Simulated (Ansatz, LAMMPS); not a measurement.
# Amorphous 62In2O3-38SiO2 (mol %) (89 atoms) under strain, part 2 of 3

Aim: relax amorphous 62In2O3-38SiO2 (mol %) (89 atoms), then change its volume and shape to read moduli from the stress.

Ansatz 0.2.0; Kohn-Sham DFT, r2SCAN, PAW (set soft_1), plane waves; PAW set soft_1.

The cell: 26 In, 8 Si and 55 O. The quench rate of 50 K/ps is orders of magnitude faster than experiment. The starting topology of bonds comes from the classical model. The Brillouin zone is sampled at Γ only.

So far. Step 2 (Single point at the start): The r.m.s. force at the start is 0.41 eV/Å. Step 3 (Cell and atoms relaxed): The relaxation converged after 8 steps, with a largest force component of 0.035 eV/Å.

**4. Single point at the relaxed geometry**

One more single point at the end of the walk gives the fuller output and checks the residual forces.

File input.yaml:

```yaml
crystal:
  lattice:
    - [10.32103, -0.14174, -0.1214]
    - [-0.14174, 10.52248, 0.07592]
    - [-0.1214, 0.07592, 10.63713]
  atoms:
    - { symbol: In, position: [0.53725, 0.43914, 0.25995] }
    - { symbol: In, position: [0.35283, 0.68308, 0.5346] }
    - { symbol: In, position: [0.44618, 0.68079, 0.92519] }
    - { symbol: In, position: [0.88232, 0.1297, 0.64902] }
    - { symbol: In, position: [0.5751, 0.1765, 0.78494] }
    - { symbol: In, position: [0.13687, 0.65689, 0.06164] }
    [... 77 atom lines left out ...]
    - { symbol: O, position: [0.60305, 0.428, 0.08078] }
    - { symbol: O, position: [0.59375, 0.07012, 0.97304] }
    - { symbol: O, position: [0.11071, 0.20106, 0.61553] }
    - { symbol: O, position: [0.1305, 0.5206, 0.19773] }
    - { symbol: O, position: [0.31279, 0.75895, 0.08916] }
    - { symbol: O, position: [0.06929, 0.05705, 0.29909] }
kpoints:
  mp_grid: { grid: [1, 1, 1] }
hamiltonian:
  xc: r2scan
  pseudopotentials: { kind: paw, azcp: { folder: soft_1 } }
scf:
  occupations: { method: gaussian, width: 0.025 }
output:
  forces: true
  stress: true
  populations: true
  dos:
    method: { smearing: { sigma: 0.1 } }
    de: 0.1
    projected: { site_lists: { In: [In], O: [O], Si: [Si] } }
  eigenvalues: true
  write_density: true
  write_potential: true
  volumetric_format: npy
```

The run is started by

```console
> ansatz run input.yaml --threads 4 --pin off --max-ram 15872MiB --backend cpu --events-out ev --progress --plain --runs-dir out
```

Output:

```text
[...]
Crystal: 89 atoms, lattice volume = 1154.797 Å³
Basis set: ecut = 500 eV, 29317 PW (Γ), exchange–correlation on 320×320×320 points (64 copies of the dense FFT grid, shifted against one another)
Bands: 439, of which v1, the nominal top of the filled ones, is band 350 counted from 1 (349 counted from 0)
Symmetry: 1 space group operations
[...]
k-points: 1
[...]
SCF iter   1: F=—  HF=-182346.713934 eV  |F-HF|=—  |Δ(HF+E_count)|=         —  Δρ=8.42e-2  dr2=8.59e1  dr2_τ=7.27e0  ethr=3.10e-3  ⟨swp⟩=6.0  Hψ=1874  notcnv=0  defer=8
[...]
SCF iter  13: F=-182328.848193 eV  HF=-182328.848193 eV  |F-HF|=9.31e-10  |Δ(HF+E_count)|=   6.46e-9  Δρ=7.23e-7  dr2=6.26e-9  dr2_τ=4.98e-10  ethr=1.43e-11  ⟨swp⟩=8.0  Hψ=2424  notcnv=0
SCF 1 converged in 13 iterations: F = -182328.848193 eV  dr2 = 6.26e-9
[...]
SCF converged after 13 iterations
Free energy (F): -182328.848193 eV
[...]
Internal energy: -182328.848193 eV  (E = F + TS)
E sigma→0 (E₀):  -182328.848193 eV
Fermi energy:    8.076849 eV
[...]
--- Forces (eV/Å), atoms counted from 1 ---
  atom   1  In    -0.00148007    -0.00270283    -0.00325181
  atom   2  In     0.01203690    -0.00150104    -0.00803627
  atom   3  In     0.01303895     0.00305208    -0.00073784
  atom   4  In    -0.00309172    -0.00194020    -0.00447513
  atom   5  In     0.00341510     0.00974711    -0.00915369
  atom   6  In     0.00334967     0.00192678    -0.00237982
  atom   7  In    -0.00626947     0.00634771     0.01332376
  atom   8  In     0.00835315    -0.00773181     0.01202300
  atom   9  In     0.00987171     0.01708520     0.00452419
  atom  10  In     0.00496990     0.00089947    -0.00720936
  atom  11  In    -0.01236754    -0.00121331     0.00794605
  atom  12  In     0.00491492    -0.00089177     0.00431056
  atom  13  In     0.00994906     0.00090680    -0.00216200
  atom  14  In    -0.00999166    -0.00211146     0.00549275
[...]
atom  88  O     -0.00225364    -0.00303764     0.00302443
  atom  89  O     -0.00540317     0.00190612     0.00776431
  max |Σ_I F_I| component: 8.83e-5 eV/Å
--- Stress (GPa, compression-positive) ---
        0.006322      -0.010067      -0.002181
       -0.010068       0.006204      -0.010023
       -0.002182      -0.010023       0.017636
  P = ⅓ Tr σ = 0.0101 GPa (0.101 kbar)
--- Band table (eV) ---
[...]
--- Löwdin populations: 89 sites ---
  site symbol       q [e]
     0     In     11.6745
     1     In     11.7010
     2     In     11.6987
[...]
88      O      6.7980
  spilling = 0.005646 (of n_electrons = 700.000000)
```

Elapsed: 70 s, on 4 threads of Arm Neoverse V1, shared host; peak memory 3.4 GiB.

Numbers from this run:

```
free energy                                      : -182328.8482 eV
free energy per atom                             : -2048.6387 eV/atom
SCF cycles                                       : 13
pressure                                         : 0.01005 GPa
r.m.s. force component                           : 0.00708 eV/Å
longest force                                    : 0.04096 eV/Å
Fermi energy                                     : 8.077 eV
gap (highest filled to lowest empty level) : 1.62 eV
spilling of the projection                       : 0.005646
```

Löwdin charges by element and coordination (they lack the spilled electrons, 0.044 e an atom on average):

```tsv
element	coordination	atoms	mean charge (e)	spread	least	most
In	all	26	1.29	0.0211	1.24	1.33
In	5	10	1.29	0.0154	1.26	1.32
In	6	16	1.29	0.0237	1.24	1.33
O	all	55	-0.785	0.0137	-0.819	-0.757
O	2	2	-0.796	0.0016	-0.798	-0.795
O	3	38	-0.785	0.0136	-0.819	-0.760
O	4	15	-0.782	0.0139	-0.810	-0.757
Si	all	8	1.70	0.0134	1.67	1.71
```

Density of states as counts of states in windows of 1 eV (from the Fermi level), total and the larger projections:

```tsv
from (eV)	to (eV)	total	O p	In p	In s
-10	-9	4.6	2.9	0.1	0.1
-9	-8	3.7	2.4	0.1	0.1
-8	-7	13.0	8.5	0.5	1.5
-7	-6	31.9	21.9	1.4	5.0
-6	-5	37.5	27.2	2.5	3.9
-5	-4	46.8	36.9	4.5	1.9
-4	-3	54.6	46.6	4.2	0.9
-3	-2	71.9	65.4	2.9	0.5
-2	-1	61.3	57.7	1.1	0.2
-1	0	4.7	4.5	0.1	0.0
0	1	2.0	0.1	0.0	1.2
1	2	0.0	0.0	0.0	0.0
2	3	0.3	0.1	0.1	0.1
3	4	12.9	3.5	2.2	4.9
4	5	22.1	5.6	3.5	9.8
```

Between -23 and -10 eV lie 370 more states.

The levels nearest the highest filled one (over half full), pooled over k-points and spins:

```tsv
level less the highest filled one (eV)	occupation
-0.353	2
-0.293	2
-0.284	2
-0.191	2
-0.114	2
0	2
1.62	0
3.90	0
3.96	0
4.01	0
4.14	0
4.44	0
```

Electrostatic potential energy in the ab plane at fractional z = 0.224, with atoms of In and Si and O within 0.2 Å of it. With pseudopotentials it is smooth inside the atoms' cores, unlike the true potential.

Ten even steps from '_' (-28 eV) to '@' (14 eV), each cell a mean:
```
@@@@@@@@@@@@@@@@@@@@@@@@%%%%%%%%@@@@@@@@@@%%==____++%%%%@@
%%@@@@@@@@@@@@@@@@@@@@@@##--::**@@@@%%%%%%%%::____--##%%%%
%%@@@@@@@@@@@@@@@@@@@@%%--____::%%##**++**##**--==######%%
@@@@@@@@@@@@@@@@@@%%##**==____==##==..__..==##%%@@%%%%%%%%
++**@@@@@@@@@@@@%%++..__::==**%%**..______::**%%@@@@@@@@##
--==%%@@@@@@@@%%##..::++..--##%%**..______::##@@@@@@@@@@##
##%%@@@@@@@@@@%%##::..::..==##%%##++::..--**%%@@@@@@@@@@@@
@@@@%%%%%%%%@@@@%%**------::..++%%%%######++::--##@@@@@@@@
@@@@%%%%%%@@@@@@@@%%%%%%==____::%%@@@@@@%%::____==@@@@@@@@
@@@@%%%%##@@@@@@@@@@@@@@##::..++@@@@@@@@@@++....##@@@@@@@@
@@@@**....++@@@@@@@@@@@@@@%%%%##%%%%@@@@@@@@@@@@@@@@@@@@@@
%%%%==____==@@@@@@@@@@@@@@##++----++%%@@@@@@@@@@@@@@@@%%%%
++####====%%@@@@@@@@@@@@%%++..____::**%%@@@@@@@@@@%%%%**++
__--**%%@@@@@@@@@@@@%%%%##==______..**%%@@@@@@@@@@%%++..__
__..++%%@@@@@@@@%%--..::##**::....==##@@@@@@@@@@@@##::____
__..**%%@@@@@@@@**______**%%##****%%%%@@@@@@@@@@@@##--____
--++%%@@@@@@@@@@%%--::==%%@@@@@@@@@@@@@@@@@@@@@@%%%%**==::
%%%%@@@@@@@@@@@@@@%%%%@@@@@@@@@@##**##@@@@@@@@##--==##%%##
@@@@@@@@@@@@@@@@@@@@@@@@@@@@@@**..__::%%@@@@%%**..--##@@@@
@@@@%%######%%@@@@@@@@@@@@@@@@++____::%%%%%%####**%%@@@@@@
@@%%**==--++##%%@@@@@@%%%%##%%%%++++##@@%%##**##%%@@@@@@@@
@@##++..__::**%%%%@@@@%%**++**##%%@@@@@@%%##**##%%@@@@@@@@
@@%%++--::++##%%##%%%%##++==++##%%@@@@@@%%%%%%%%%%@@@@@@@@
@@%%%%####%%%%@@@@@@@@%%##****##%%@@@@@@@@@@%%####@@@@@@@@
```
Columns run along a (10.3 Å; values clipped at the 3rd and 97th percentile), rows up along b (10.5 Å). Atoms in or near the plane, at fractional coordinates: In at (0.66, 0.79), In at (0.98, 0.38), Si at (0.38, 0.75), O at (0.81, 0.94), O at (0.59, 0.20), O at (0.35, 0.35), O at (0.78, 0.63), O at (0.48, 0.63), O at (0.48, 0.88).

Valence density in the ab plane at fractional z = 0.224, with atoms of In and Si and O within 0.2 Å of it. It is the smooth field of the valence electrons, not physical close to the nuclei.

Ten steps, logarithmic in the rise over the least value, from '0' (0.01 × 1e0 e/Å³) to '9' (9.27 × 1e0 e/Å³), each cell a mean:
```
11111111211123321000136886311
10000000001257753111247986421
11000000001369974233335765322
33210000012468864577743332223
65420001122345544799963111134
66420011222123323689863110135
54311011222234433467644421124
22211111122357764223467752111
11222110012368974212479963100
12344320001257763111368752100
13577631000124432111234421000
23688631000012455321111100011
43566421011124788631000000134
75333211234434798631000001468
97411012478753576421000012589
86311012589853233210000122589
53211112467642122221001344456
21222111234321135642113566432
01222110111101358874223576421
01222211000001368974223454310
12332222221112346653223332100
24443233432233333221123221001
34543334543234321100112221001
23432223432223321000123543211
```
Columns run along a (10.3 Å), rows up along b (10.5 Å). Atoms in or near the plane, at fractional coordinates: In at (0.66, 0.79), In at (0.98, 0.38), Si at (0.38, 0.75), O at (0.81, 0.94), O at (0.59, 0.20), O at (0.35, 0.35), O at (0.78, 0.63), O at (0.48, 0.63), O at (0.48, 0.88).

Between filled and empty levels lie 1.62 eV (at Γ alone); a semilocal functional tends to put such gaps too low. In a disordered cell it changes from sample to sample, and tail or defect levels can set it. Mean Löwdin charges: In +1.29, O -0.78, Si +1.70 e (they miss 0.56 % of the electrons, so they add up to more than the cell's charge). The largest share in the top eV of filled states is O p (96 % of the projected weight), and in the lowest eV of empty states In s (62 % of the projected weight).

**5. Volume -3 %**

The relaxed cell is scaled evenly and the atoms are relaxed again; the stress at the end gives one point of P(V).

input.yaml, the sections that differ from step 4:

```yaml
crystal:
  lattice:
    - [10.21677, -0.14031, -0.12017]
    - [-0.14031, 10.41619, 0.07515]
    - [-0.12017, 0.07515, 10.52968]
  atoms:
    [... the 89 atom lines of step 4 ...]
output:
  forces: true
  eigenvalues: true
  stress: true
relax:
  f_tol: 0.05
  max_steps: 70
# kpoints, hamiltonian, scf: as in step 4
```

Output:

```text
Warning: output.stress: scf.convergence.dr2_threshold = 1e-7 eV (the SCF's general default) is looser than the 8.9e-9 eV advised for a printed stress (1e-10 eV for each atom of the cell: 89). What an SCF threshold leaves in a stress goes as its square root, and in the free energy as the threshold itself, and one threshold admits the most on a small cell: [...]
[...]
Crystal: 89 atoms, lattice volume = 1120.154 Å³
Basis set: ecut = 500 eV, 28431 PW (Γ), exchange–correlation on 300×320×320 points (64 copies of the dense FFT grid, shifted against one another)
Bands: 439, of which v1, the nominal top of the filled ones, is band 350 counted from 1 (349 counted from 0)
Symmetry: 1 space group operations
[...]
k-points: 1
[...]
SCF iter   1: F=—  HF=-182346.770980 eV  |F-HF|=—  |Δ(HF+E_count)|=         —  Δρ=8.74e-2  dr2=8.90e1  dr2_τ=7.99e0  ethr=3.10e-3  ⟨swp⟩=6.0  Hψ=1874  notcnv=0  defer=6
[...]
SCF iter   8: F=—  HF=-182328.243858 eV  |F-HF|=—  |Δ(HF+E_count)|=   7.78e-5  Δρ=1.10e-4  dr2=1.19e-4  dr2_τ=1.35e-5  ethr=8.76e-8  ⟨swp⟩=2.0  Hψ=705  notcnv=0  defer=84
SCF iter   9: F=-182328.243886 eV  HF=-182328.243885 eV  |F-HF|=1.52e-6  |Δ(HF+E_count)|=   2.70e-5  Δρ=3.36e-5  dr2=1.30e-5  dr2_τ=1.07e-6  ethr=8.93e-9  ⟨swp⟩=13.0  Hψ=2634  notcnv=0
SCF 1 converged in 9 iterations: F = -182328.243886 eV  dr2 = 1.30e-5
[...]
relax step   1: F+E_penalty+E_count = -182328.24388605 eV  Δ(F+E_penalty+E_count) = +0.000e0 eV  max|allowed force component| = 4.608e-1 eV/Å  Δτ_max = 0.0000 Å  (9 SCF iters, dr2 threshold 6.25e-5 eV, accepted)
[...]
relax step   2: F+E_penalty+E_count = -182328.41337717 eV  Δ(F+E_penalty+E_count) = -1.695e-1 eV  max|allowed force component| = 3.049e-1 eV/Å  Δτ_max = 0.0472 Å  (6 SCF iters, dr2 threshold 1.33e-5 eV, accepted)
[...]
relax step   3: F+E_penalty+E_count = -182328.50365183 eV  Δ(F+E_penalty+E_count) = -9.027e-2 eV  max|allowed force component| = 2.264e-1 eV/Å  Δτ_max = 0.0558 Å  (7 SCF iters, dr2 threshold 5.81e-6 eV, accepted)
relax step   4: F+E_penalty+E_count = -182328.52471682 eV  Δ(F+E_penalty+E_count) = -2.106e-2 eV  max|allowed force component| = 2.449e-1 eV/Å  Δτ_max = 0.2000 Å  (7 SCF iters, dr2 threshold 2.24e-5 eV, accepted)
relax step   5: F+E_penalty+E_count = -182328.54652993 eV  Δ(F+E_penalty+E_count) = -2.181e-2 eV  max|allowed force component| = 4.182e-1 eV/Å  Δτ_max = 0.2000 Å  (7 SCF iters, dr2 threshold 3.31e-5 eV, accepted)
relax step   6: F+E_penalty+E_count = -182328.57490354 eV  Δ(F+E_penalty+E_count) = -2.837e-2 eV  max|allowed force component| = 2.523e-1 eV/Å  Δτ_max = 0.0374 Å  (5 SCF iters, dr2 threshold 1.00e-4 eV, accepted)
relax step   7: F+E_penalty+E_count = -182328.62942646 eV  Δ(F+E_penalty+E_count) = -5.452e-2 eV  max|allowed force component| = 1.400e-1 eV/Å  Δτ_max = 0.2000 Å  (7 SCF iters, dr2 threshold 2.32e-5 eV, accepted)
relax step   8: F+E_penalty+E_count = -182328.63809836 eV  Δ(F+E_penalty+E_count) = -8.672e-3 eV  max|allowed force component| = 3.386e-2 eV/Å  Δτ_max = 0.0250 Å  (6 SCF iters, dr2 threshold 6.04e-6 eV, accepted)
[...]
relax step   9: F+E_penalty+E_count = -182328.63810016 eV  Δ(F+E_penalty+E_count) = -1.806e-6 eV  max|allowed force component| = 3.397e-2 eV/Å  Δτ_max = 0.0000 Å  (4 SCF iters, accepted)
[...]
SCF iter   2: F=-182328.638100 eV  HF=-182328.638100 eV  |F-HF|=2.33e-10  |Δ(HF+E_count)|=   4.45e-9  Δρ=6.27e-7  dr2=5.87e-9  dr2_τ=1.13e-9  ethr=5.93e-12  ⟨swp⟩=3.0  Hψ=1141  notcnv=0
SCF 10 converged in 2 iterations: F = -182328.638100 eV  dr2 = 5.87e-9
SCF converged after 2 iterations
Free energy (F): -182328.638100 eV
[...]
Internal energy: -182328.638100 eV  (E = F + TS)
E sigma→0 (E₀):  -182328.638100 eV
Fermi energy:    8.583652 eV
[...]
Σ components = -182328.638100   (vs F -182328.638100, Δ=0.00e0)
--- Forces (eV/Å), atoms counted from 1 ---
  atom   1  In    -0.00183819    -0.00109836     0.00149144
  atom   2  In     0.01245590     0.00164268     0.00191493
  atom   3  In    -0.02268814     0.01053768    -0.00757922
  atom   4  In     0.00253182    -0.01437241    -0.00441981
[...]
atom  89  O     -0.00961041     0.00795549     0.01652547
  max |Σ_I F_I| component: 1.65e-4 eV/Å
--- Stress (GPa, compression-positive) ---
        3.087056      -0.403655       0.195670
       -0.403655       2.091617       0.582980
        0.195669       0.582981       2.359199
  P = ⅓ Tr σ = 2.5126 GPa (25.126 kbar)
--- Band table (eV) ---
[...]
--- Relaxed structure (9 steps of the walk, 9 accepted, 0 SCFs on fresh bases) ---
  F+E_penalty+E_count = -182328.63810016 eV   max|allowed force component| = 3.397e-2 eV/Å
  atoms:
    - { symbol: In, position: [0.533070, 0.435425, 0.257658] }
    - { symbol: In, position: [0.359987, 0.686723, 0.527003] }
    - { symbol: In, position: [0.447473, 0.680040, 0.920171] }
    - { symbol: In, position: [0.882942, 0.132082, 0.655597] }
[...]
- { symbol: O, position: [0.054633, 0.063367, 0.303109] }
```

It took 5.9 min on 4 threads; peak memory 3.3 GiB.

The program notes that the SCF threshold is loose for the stress.

The relaxation converged after 9 steps, 0.394 eV below its start, with a largest force component of 0.034 eV/Å.

Volume -3 %: the energy stands 0.210 eV above that of the reference, at a pressure of 2.51 GPa.

**6. Volume +3 %**

The relaxed cell is scaled to another volume.

Input and log are left out; they have the form of those shown for this kind of step.

The job ended after 4.4 min (4 threads of Arm Neoverse V1, shared host; peak memory 3.5 GiB; 17 min of CPU time).

The relaxation converged after 6 steps, 0.274 eV below its start, with a largest force component of 0.025 eV/Å.

Volume +3 %: the energy stands 0.263 eV above that of the reference, at a pressure of -2.40 GPa.

**7. Volume -6 %**

The relaxed cell is scaled to another volume.

Input and log are left out; they have the form of those shown for this kind of step.

Elapsed: 7.3 min, on 4 threads of Arm Neoverse V1, shared host; peak memory 3.2 GiB; 29 min of CPU time.

The relaxation converged after 11 steps, 1.48 eV below its start, with a largest force component of 0.025 eV/Å.

Volume -6 %: the energy stands 1.08 eV above that of the reference, at a pressure of 5.34 GPa.

**8. Volume +6 %**

The relaxed cell is scaled to another volume.

input.yaml, the sections that differ from step 5:

```yaml
crystal:
  lattice:
    - [10.52345, -0.14452, -0.12378]
    - [-0.14452, 10.72886, 0.07741]
    - [-0.12378, 0.07741, 10.84575]
  atoms:
    [... the 89 atom lines of step 4 ...]
# kpoints, hamiltonian, scf, output, relax: as in step 5
```

Output:

```text
[...]
Crystal: 89 atoms, lattice volume = 1224.084 Å³
Basis set: ecut = 500 eV, 31081 PW (Γ), exchange–correlation on 320×320×320 points (64 copies of the dense FFT grid, shifted against one another)
Bands: 439, of which v1, the nominal top of the filled ones, is band 350 counted from 1 (349 counted from 0)
Symmetry: 1 space group operations
[...]
k-points: 1
[...]
SCF iter   1: F=—  HF=-182343.589432 eV  |F-HF|=—  |Δ(HF+E_count)|=         —  Δρ=7.87e-2  dr2=8.09e1  dr2_τ=6.06e0  ethr=3.10e-3  ⟨swp⟩=6.0  Hψ=1871  notcnv=0  defer=6
[...]
SCF iter   8: F=—  HF=-182326.805281 eV  |F-HF|=—  |Δ(HF+E_count)|=   2.25e-5  Δρ=1.14e-4  dr2=1.54e-4  dr2_τ=1.52e-5  ethr=1.91e-7  ⟨swp⟩=2.0  Hψ=705  notcnv=0  defer=84
SCF iter   9: F=-182326.805354 eV  HF=-182326.805356 eV  |F-HF|=2.22e-6  |Δ(HF+E_count)|=   7.54e-5  Δρ=4.73e-5  dr2=2.70e-5  dr2_τ=2.38e-6  ethr=8.93e-9  ⟨swp⟩=12.0  Hψ=2318  notcnv=0
SCF 1 converged in 9 iterations: F = -182326.805354 eV  dr2 = 2.70e-5
[...]
relax step   1: F+E_penalty+E_count = -182326.80535410 eV  Δ(F+E_penalty+E_count) = +0.000e0 eV  max|allowed force component| = 7.849e-1 eV/Å  Δτ_max = 0.0000 Å  (9 SCF iters, dr2 threshold 6.25e-5 eV, accepted)
[...]
relax step   2: F+E_penalty+E_count = -182327.37293068 eV  Δ(F+E_penalty+E_count) = -5.676e-1 eV  max|allowed force component| = 5.591e-1 eV/Å  Δτ_max = 0.1013 Å  (7 SCF iters, dr2 threshold 3.85e-5 eV, accepted)
[...]
relax step   3: F+E_penalty+E_count = -182327.64482823 eV  Δ(F+E_penalty+E_count) = -2.719e-1 eV  max|allowed force component| = 3.536e-1 eV/Å  Δτ_max = 0.0895 Å  (7 SCF iters, dr2 threshold 1.95e-5 eV, accepted)
relax step   4: F+E_penalty+E_count = -182327.73346836 eV  Δ(F+E_penalty+E_count) = -8.864e-2 eV  max|allowed force component| = 3.914e-1 eV/Å  Δτ_max = 0.2000 Å  (7 SCF iters, dr2 threshold 5.00e-5 eV, accepted)
relax step   5: F+E_penalty+E_count = -182327.81054786 eV  Δ(F+E_penalty+E_count) = -7.708e-2 eV  max|allowed force component| = 1.154e-1 eV/Å  Δτ_max = 0.0664 Å  (6 SCF iters, dr2 threshold 6.13e-5 eV, accepted)
relax step   6: F+E_penalty+E_count = -182327.81715292 eV  Δ(F+E_penalty+E_count) = -6.605e-3 eV  max|allowed force component| = 5.294e-2 eV/Å  Δτ_max = 0.0380 Å  (9 SCF iters, accepted)
[...]
relax step   7: F+E_penalty+E_count = -182327.81844956 eV  Δ(F+E_penalty+E_count) = -1.297e-3 eV  max|allowed force component| = 1.506e-2 eV/Å  Δτ_max = 0.0156 Å  (8 SCF iters, accepted)
[...]
SCF iter   2: F=-182327.818450 eV  HF=-182327.818450 eV  |F-HF|=1.51e-9  |Δ(HF+E_count)|=   1.28e-9  Δρ=8.17e-7  dr2=9.53e-9  dr2_τ=1.46e-9  ethr=7.15e-12  ⟨swp⟩=3.0  Hψ=1139  notcnv=0
SCF 8 converged in 2 iterations: F = -182327.818450 eV  dr2 = 9.53e-9
SCF converged after 2 iterations
Free energy (F): -182327.818450 eV
[...]
Internal energy: -182327.818450 eV  (E = F + TS)
E sigma→0 (E₀):  -182327.818450 eV
Fermi energy:    7.182820 eV
[...]
Σ components = -182327.818450   (vs F -182327.818450, Δ=0.00e0)
--- Forces (eV/Å), atoms counted from 1 ---
  atom   1  In     0.00023355    -0.00228503    -0.00952799
  atom   2  In    -0.00784677    -0.00062929    -0.00161292
  atom   3  In     0.00029811    -0.00311680     0.00351186
  atom   4  In     0.00689842     0.00179121     0.00238319
[...]
atom  89  O     -0.00513090    -0.00633143     0.00409264
  max |Σ_I F_I| component: 5.81e-5 eV/Å
--- Stress (GPa, compression-positive) ---
       -4.734835      -0.143124       0.111139
       -0.143124      -4.392511      -0.678115
        0.111139      -0.678115      -4.810829
  P = ⅓ Tr σ = -4.6461 GPa (-46.461 kbar)
--- Band table (eV) ---
[...]
--- Relaxed structure (7 steps of the walk, 7 accepted, 0 SCFs on fresh bases) ---
  F+E_penalty+E_count = -182327.81844956 eV   max|allowed force component| = 1.506e-2 eV/Å
  atoms:
    - { symbol: In, position: [0.543041, 0.444313, 0.259842] }
    - { symbol: In, position: [0.352932, 0.677938, 0.547329] }
    - { symbol: In, position: [0.443513, 0.678823, 0.929380] }
    - { symbol: In, position: [0.880305, 0.124179, 0.641332] }
[...]
- { symbol: O, position: [0.079150, 0.059992, 0.297351] }
```

It took 5.5 min on 4 threads; peak memory 3.5 GiB; 22 min of CPU time.

The relaxation converged after 7 steps, 1.01 eV below its start, with a largest force component of 0.015 eV/Å.

Volume +6 %: the energy stands 1.03 eV above that of the reference, at a pressure of -4.65 GPa.

**9. Volume -10 %**

The relaxed cell is scaled to another volume.

Input and log are left out; they have the form of those shown for this kind of step.

It took 17 min on 4 threads of Arm Neoverse V1, shared host; peak memory 3 GiB.

The relaxation converged after 26 steps, 5.62 eV below its start, with a largest force component of 0.017 eV/Å.

Volume -10 %: the energy stands 2.04 eV above that of the reference, at a pressure of 8.96 GPa.

(Continued in part 3 of 3.)

[Long decimals in the printed logs are rounded to 6 places.]

[Logs are printed without paths, hosts, clocks, repeated set-up lines and the standing remarks that a program may print on its own settings, such as how far it seeks lower states.]

[Hosts, paths, dates, database ids (printed as entryN), source tags and the programs' standing remarks are cut or masked in the printed files.]
